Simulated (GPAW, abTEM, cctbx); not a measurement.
## Na2NiSnS4: the scripts behind a bonding study

Short scripts, each with its output. The start was made by putting kin elements into a known structure type; the compound need not exist, or be stable, in this form.

## 1. Build the all-electron density and subtract free atoms

```text
cell
1.0
     5.357824650    0.000000000    0.000000000
     0.000000000    5.357824650    0.000000000
    -2.678912325   -2.678912325    5.438878530
Sn Ni S Na
1 1 4 2
Direct
0.000000000 0.000000000 0.000000000
0.750000000 0.250000000 0.500000000
0.231348790 0.231348790 0.462697580
0.543961450 0.043961450 0.087922900
0.768651210 0.768651210 0.537302420
0.956038550 0.456038550 0.912077100
0.500000000 0.500000000 0.000000000
0.250000000 0.750000000 0.500000000
```

```python
import numpy as np
from ase.io import read
from ase.units import Bohr
from gpaw import GPAW, PW, FermiDirac
from gpaw.calculator import GPAW as OldGPAW
from gpaw.mpi import serial_comm, world
from scipy.special import erfc
from scipy.spatial import cKDTree

atoms = read("cell.vasp")
atoms.set_initial_magnetic_moments([0, 1.5, 0, 0, 0, 0, 0, 0])
atoms.calc = GPAW(mode=PW(450), xc="PBE", kpts={"size": (4, 4, 4), "gamma": True},
                 occupations=FermiDirac(0.05), maxiter=120, symmetry={"tolerance": 1e-5}, txt="scf.txt")
atoms.get_potential_energy()
rho = atoms.calc.get_all_electron_density(gridrefinement=2)
moments = atoms.get_magnetic_moments() if atoms.calc.get_number_of_spins() == 2 else np.zeros(len(atoms))
total = atoms.get_magnetic_moment() if moments.any() else 0.0
if world.rank == 0:
    free = OldGPAW(mode=PW(450), xc="PBE", txt=None, communicator=serial_comm)
    neutral = atoms.copy()
    neutral.set_initial_magnetic_moments(None)
    free.initialize(neutral)
    free.set_positions(neutral)
    drho = rho - free.get_all_electron_density(gridrefinement=2)
    # GPAW starts from confined atoms: exchange their smooth part for that of the datasets' free atoms
    h = np.stack(np.meshgrid(*[np.fft.fftfreq(n, 1 / n) for n in drho.shape], indexing="ij"), -1)
    gabs = np.linalg.norm(h @ atoms.cell.reciprocal(), axis=-1)
    tails = np.fft.fftn(free.get_pseudo_density(gridrefinement=2))
    g, form, v0 = np.linspace(0, gabs.max(), 1500), {}, 0
    for e in set(atoms.symbols):
        idx = atoms.symbols.search(e)
        d = free.setups[idx[0]].data
        r, w = d.rgd.r_g * Bohr, d.rgd.r_g**2 * d.rgd.dr_g
        j0 = np.sinc(2 * g[:, None] * r)
        smooth = sum(f * p**2 for f, p in zip(d.f_j, d.phit_jg)) + np.sqrt(4 * np.pi) * d.nct_g
        full = sum(f * p**2 for f, p in zip(d.f_j, d.phi_jg)) + np.sqrt(4 * np.pi) * d.nc_g
        phase = sum(np.exp(-2j * np.pi * h @ s) for s in atoms.get_scaled_positions()[idx])
        tails -= np.interp(gabs, g, j0 @ (smooth * w)) * phase * drho.size / atoms.get_volume()
        form[e] = j0 @ (full * w)
        v0 += 2 * np.pi / 3 * 14.3996 * (full * w * r**2).sum() * len(idx)  # V A^3
    tails *= 0.5 * erfc((gabs - 1.8) / 0.25)  # the tails differ at long wavelengths alone
    drho += np.fft.ifftn(tails).real  # crystal minus superposed spherical free atoms
    np.save("drho.npy", drho)
    dv = atoms.get_volume() / drho.size
    print("grid", drho.shape, " electrons %.3f" % (rho.sum() * dv), " moved by bonding %.3f e" % (abs(drho).sum() * dv / 2))
    pts = np.indices(drho.shape).reshape(3, -1).T / drho.shape @ atoms.cell
    shifts = (np.indices((3, 3, 3)).reshape(3, -1).T - 1) @ atoms.cell
    images = (atoms.positions[None] + shifts[:, None]).reshape(-1, 3)
    dist, idx = cKDTree(images).query(pts, k=4)
    out = drho.ravel()[dist[:, 0] > 0.5]
    print("deformation density beyond 0.5 A of the nuclei: max %.3f, min %.3f e/A^3" % (out.max(), out.min()))
    tie = dist < dist[:, :1] + 1e-4
    q = -np.bincount((idx % len(atoms))[tie], (drho.ravel()[:, None] / tie.sum(1, keepdims=True) * tie)[tie], len(atoms)) * dv
    print("atom        x       y       z   Voronoi charge  moment")
    for a, s, c, m in zip(atoms, atoms.get_scaled_positions(), q, moments):
        print("%-2s%-3d %7.4f %7.4f %7.4f %10.3f %10.2f" % (a.symbol, a.index + 1, *s, c, m))
    np.savez("free.npz", g=g, **form)
    print("mean inner potential of superposed free atoms %.3f V" % (v0 / atoms.get_volume()))
    print("total magnetic moment %.3f muB" % total)
```

```console
$ OMP_NUM_THREADS=1 mpirun -n 4 gpaw python run.py > gpaw.log
```

```text
gpts.py:43: UserWarning: Initial realspace grid (27,27,35) inconsistent with symmetries.
gpts.py:43: UserWarning: Initial realspace grid (27,27,35) inconsistent with symmetries.
gpts.py:43: UserWarning: Initial realspace grid (27,27,35) inconsistent with symmetries.
gpts.py:43: UserWarning: Initial realspace grid (27,27,35) inconsistent with symmetries.
gpts.py:70: UserWarning: Using symmetrized grid: (35,35,35).
gpts.py:70: UserWarning: Using symmetrized grid: (35,35,35).
gpts.py:70: UserWarning: Using symmetrized grid: (35,35,35).
gpts.py:70: UserWarning: Using symmetrized grid: (35,35,35).
grid (70, 70, 70)  electrons 164.000  moved by bonding 1.671 e
deformation density beyond 0.5 A of the nuclei: max 0.471, min -0.601 e/A^3
atom        x       y       z   Voronoi charge  moment
Sn1    0.0000  0.0000  0.0000      0.428       0.01
Ni2    0.7500  0.2500  0.5000      0.024       0.56
S 3    0.2313  0.2313  0.4627     -0.206       0.06
S 4    0.5440  0.0440  0.0879     -0.227       0.00
S 5    0.7687  0.7687  0.5373     -0.206       0.06
S 6    0.9560  0.4560  0.9121     -0.227       0.00
Na7    0.5000  0.5000  0.0000      0.195       0.00
Na8    0.2500  0.7500  0.5000      0.219      -0.00
mean inner potential of superposed free atoms 14.520 V
total magnetic moment 0.814 muB
```

Time: 45 s on 4 cores of Arm Neoverse V2 (shared host), peak memory 1.2 GiB.

## 2. Fourier-transform the difference

```python
from cctbx import adptbx, crystal, miller, xray
from cctbx.eltbx import tiny_pse
import numpy as np

cs = crystal.symmetry(unit_cell=(5.3578, 5.3578, 10.8778, 90, 90, 90), space_group_symbol='Hall: I -4 -2')  # I-4m2
atoms = [  # label, site, U (iso, or U11 U22 U33 U12 U13 U23 in A^2), occupancy
    ("Sn1", (0, 0, 0), 0.0000, 1),
    ("Ni1", (0.5, 0, 0.25), 0.0000, 1),
    ("S1", (0, 0, 0.23135), 0.0000, 1),
    ("S2", (0.5, 0, 0.04396), 0.0000, 1),
    ("Na1", (0.5, 0.5, 0), 0.0000, 1),
    ("Na2", (0, 0.5, 0.25), 0.0000, 1),
]
xs = xray.structure(crystal_symmetry=cs)
for label, site, u, occ in atoms:
    u = adptbx.u_cif_as_u_star(cs.unit_cell(), u) if isinstance(u, tuple) else u
    xs.add_scatterer(xray.scatterer(label, site=site, u=u, occupancy=occ))
xs.scattering_type_registry(table="wk1995")
drho = np.load("drho.npy")
T = np.array([[1, 0, 0], [0, 1, 0], [1, 1, 2]])  # conventional axes in terms of the primitive ones
dF = np.fft.ifftn(drho) * 312.25999  # electrons a conventional cell, indexed by primitive hkl
ms = miller.build_set(cs, anomalous_flag=False, d_min=0.9).sort("resolution")
iam = ms.structure_factors_from_scatterers(xs, algorithm="direct").f_calc()
p1 = xs.expand_to_p1()
z = np.array([tiny_pse.table(sc.scattering_type).atomic_number() for sc in p1.scatterers()])
x = np.array(p1.sites_frac())
free = np.load("free.npz")
print("static structure factors of the conventional cell: F in electrons, V (Mott-Bethe) in volts")
print("   h  k  l      d  |F| table  |F| free   |F| DFT   change   |V| free  |V| DFT  change %")
for h, d, table in list(zip(ms.indices(), ms.d_spacings().data(), iam.data()))[:16]:
    df = dF[tuple(np.rint(np.linalg.solve(T, h)).astype(int))]
    phase = np.exp(2j * np.pi * x @ h)
    f = sum(np.interp(1 / d, free["g"], free[sc.scattering_type]) * p for sc, p in zip(p1.scatterers(), phase))
    fz = (z * phase).sum()
    c = 14.3996 * d * d / (np.pi * cs.unit_cell().volume())
    v0, v1 = abs(fz - f) * c, abs(fz - f - df) * c
    print("%4d%3d%3d %7.4f %9.3f %9.3f %9.3f %8.3f %9.3f %8.3f %8s" % (h + (d, abs(table), abs(f), abs(f + df), abs(f + df) - abs(f), v0, v1, "%.1f" % (100 * (v1 / v0 - 1)) if v0 > 0.02 else "-")))
```

```console
$ python run.py
```

```text
static structure factors of the conventional cell: F in electrons, V (Mott-Bethe) in volts
   h  k  l      d  |F| table  |F| free   |F| DFT   change   |V| free  |V| DFT  change %
   0  0  2  5.4389    34.468    34.434    33.890   -0.544     0.780    1.016     30.3
   1  0  1  4.8064    92.432    92.460    92.481    0.022     2.485    2.473     -0.5
   1  1  0  3.7885    39.564    39.579    39.115   -0.464     0.932    1.029     10.5
   1  1  2  3.1087    78.601    78.419    77.423   -0.996     0.688    0.829     20.5
   1  0  3  3.0029    50.797    50.836    50.324   -0.512     1.144    1.160      1.4
   0  0  4  2.7195   224.229   224.120   225.353    1.233     6.701    6.567     -2.0
   2  0  0  2.6789   253.354   253.281   254.001    0.720     7.871    7.795     -1.0
   2  0  2  2.4032    30.647    30.808    30.609   -0.199     0.460    0.477      3.8
   2  1  1  2.3400    78.058    78.070    78.531    0.461     1.752    1.713     -2.2
   1  1  4  2.2092    53.635    53.869    53.509   -0.360     1.324    1.349      1.9
   1  0  5  2.0157   104.408   104.430   104.339   -0.091     2.681    2.686      0.2
   2  1  3  1.9990    46.141    46.183    46.148   -0.035     0.796    0.810      1.8
   2  0  4  1.9084   195.357   195.013   194.837   -0.176     4.856    4.866      0.2
   2  2  0  1.8943   220.121   219.821   219.479   -0.342     5.698    5.716      0.3
   0  0  6  1.8130     1.039     1.189     1.536    0.348     0.557    0.573      3.0
   2  2  2  1.7889    28.399    28.594    28.467   -0.128     0.359    0.365      1.7
```

Time: 0.25 s on 1 core of Arm Neoverse V2 (shared host), peak memory 0.08 GiB.

## 3. Rock the beam across one reflection

```python
import abtem
import numpy as np
from ase.build import make_supercell
from ase.io import read

abtem.config.set({"dask.lazy": False, "fft": "fftw", "diagnostics.progress_bar": False})
M = [[0, 1, 0], [1, 1, 2], [1, 0, 0]]  # rows: x, y and beam direction in the primitive cell's axes
unit = make_supercell(read("cell.vasp"), M)
unit.set_cell(list(unit.cell.lengths()) + [90, 90, 90], scale_atoms=True)
unit.positions[:, 2] += 0.6697  # keeps atomic planes off the slice boundaries
unit.wrap()
slab = unit * (1, 1, 92)
print(slab.get_chemical_formula(), "| box %.2f x %.2f x %.2f A" % tuple(slab.cell.lengths()))

# change of the potential by bonding, from the DFT deformation density (Poisson's equation term by term)
drho = np.load("drho.npy")
prim = read("cell.vasp")
h = np.stack(np.meshgrid(*[np.fft.fftfreq(n, 1 / n) for n in drho.shape], indexing="ij"), -1).reshape(-1, 3).astype(int)
g2 = ((h @ prim.cell.reciprocal()) ** 2).sum(1)
keep = (g2 > 0) & (g2 < 2.5**2)
shape = (120, 242, 32)
vg = np.zeros(shape, complex)
hm = h[keep] @ np.array(M).T
move = np.exp(-2j * np.pi * hm[:, 2] * (0.6697 / unit.cell[2, 2] - 0.5 / shape[2]))  # the same shift, sampled at mid-points
vg[tuple(hm.T % np.array(shape)[:, None])] = -14.3996 / np.pi * (np.fft.fftn(drho).ravel() / drho.size)[keep] / g2[keep] * move
dV = np.fft.ifftn(vg).real * vg.size
dV = dV.reshape(120, 242, 4, 8).mean(3) * unit.cell[2, 2] / 4  # V A, projected in each slice
dV = np.tile(dV.transpose(2, 0, 1), (92, 1, 1))


def build(atoms):
    p = abtem.Potential(atoms, gpts=(120, 242), slice_thickness=[slab.cell[2, 2] / 368] * 368,
                        parametrization="lobato", projection="infinite", exit_planes=92).build()
    p.array[:] += BONDING * dV
    return p


def potentials():
    yield build(slab)  # atoms at rest


for label, BONDING in (("IAM", 0.0), ("DFT", 1.0)):
    print("=====", label)
    potential = build(slab)
    print("grid", potential.gpts, "slices", potential.num_slices)
    thickness = potential.exit_thicknesses
    h = np.array(M) @ np.linalg.solve(np.array([[1, 0, 0], [0, 1, 0], [1, 1, 2]]), [0, 1, 1])
    ix, iy = round(h[0]) * 1, round(h[1]) * 1
    gxy = h[:2] / unit.cell.lengths()[:2]
    along = gxy / np.hypot(*gxy)
    across = np.array([-along[1], along[0]])
    bragg = 500 * abtem.PlaneWave(energy=100000).wavelength * np.hypot(*gxy)
    print("Bragg angle %.3f mrad; beam tilted 55 mrad off the zone axis across the row" % bragg)
    print("dark-field intensity of 0 1 1 against tilt along the row, in Bragg angles")
    print("  t (A)" + "".join("%8.2f" % s for s in [0.2, 0.4, 0.6, 0.8, 1.0, 1.2, 1.4, 1.6, 1.8, 2.0, 2.2, 2.4, 2.6]))
    rows = []
    row = [(n * ix, n * iy) for n in range(-8, 9)]
    for s in [0.2, 0.4, 0.6, 0.8, 1.0, 1.2, 1.4, 1.6, 1.8, 2.0, 2.2, 2.4, 2.6]:
        tilt = -s * bragg * along + 55 * across
        dp = abtem.PlaneWave(energy=100000, tilt=tuple(tilt)).multislice(potential).diffraction_patterns(max_angle="valid").array
        rows.append(dp[:, dp.shape[1] // 2 + ix, dp.shape[2] // 2 + iy])
        if s == 1.0:
            cx, cy = dp.shape[1] // 2, dp.shape[2] // 2
            share = sum(dp[:, cx + i, cy + j] for i, j in row if abs(i) < cx and abs(j) < cy) / dp.sum(axis=(1, 2))
            total = dp.sum(axis=(1, 2))
    for t, a in list(zip(thickness, np.array(rows).T))[1:]:
        print("%7.1f" % t + "".join("%8.4f" % v for v in a))
    print("at the Bragg tilt, share in the row:", share[1:].round(3).tolist(), "total:", total[1:].round(3).tolist())
```

```console
$ python run.py
```

```text
Na368Ni184S736Sn184 | box 5.36 x 10.88 x 492.92 A
===== IAM
grid (120, 242) slices 368
Bragg angle 3.851 mrad; beam tilted 55 mrad off the zone axis across the row
dark-field intensity of 0 1 1 against tilt along the row, in Bragg angles
  t (A)    0.20    0.40    0.60    0.80    1.00    1.20    1.40    1.60    1.80    2.00    2.20    2.40    2.60
  123.2  0.0450  0.0459  0.0464  0.0468  0.0469  0.0470  0.0471  0.0473  0.0474  0.0474  0.0472  0.0466  0.0457
  246.5  0.1264  0.1261  0.1226  0.1201  0.1201  0.1209  0.1242  0.1272  0.1314  0.1351  0.1376  0.1375  0.1334
  369.7  0.1665  0.1909  0.2067  0.2126  0.2184  0.2047  0.1705  0.1345  0.1328  0.1520  0.1657  0.1711  0.1690
  492.9  0.1364  0.1841  0.2358  0.2820  0.3452  0.3495  0.2319  0.0960  0.0799  0.1311  0.1440  0.1319  0.1306
at the Bragg tilt, share in the row: [0.7459999918937683, 0.6669999957084656, 0.6439999938011169, 0.5979999899864197] total: [0.996999979019165, 0.9950000047683716, 0.9909999966621399, 0.9860000014305115]
===== DFT
grid (120, 242) slices 368
Bragg angle 3.851 mrad; beam tilted 55 mrad off the zone axis across the row
dark-field intensity of 0 1 1 against tilt along the row, in Bragg angles
  t (A)    0.20    0.40    0.60    0.80    1.00    1.20    1.40    1.60    1.80    2.00    2.20    2.40    2.60
  123.2  0.0479  0.0488  0.0493  0.0497  0.0498  0.0499  0.0501  0.0503  0.0504  0.0504  0.0503  0.0497  0.0487
  246.5  0.1348  0.1346  0.1312  0.1290  0.1295  0.1310  0.1350  0.1383  0.1421  0.1448  0.1459  0.1438  0.1380
  369.7  0.1775  0.2029  0.2196  0.2265  0.2341  0.2210  0.1855  0.1485  0.1461  0.1640  0.1746  0.1763  0.1722
  492.9  0.1455  0.1948  0.2498  0.2997  0.3661  0.3704  0.2480  0.1075  0.0890  0.1386  0.1470  0.1301  0.1290
at the Bragg tilt, share in the row: [0.7450000047683716, 0.6639999747276306, 0.6470000147819519, 0.6019999980926514] total: [0.996999979019165, 0.9950000047683716, 0.9909999966621399, 0.9860000014305115]
```

Time: 25 s.

[Outputs are excerpts: Python notices, other lines and further rows are left out; steps that failed or that the build refused (PBEsol, TPSS) are not shown.]

[Logs are printed without paths, hosts, clocks, repeated set-up lines and the standing remarks that a program may print on its own settings, such as how far it seeks lower states.]
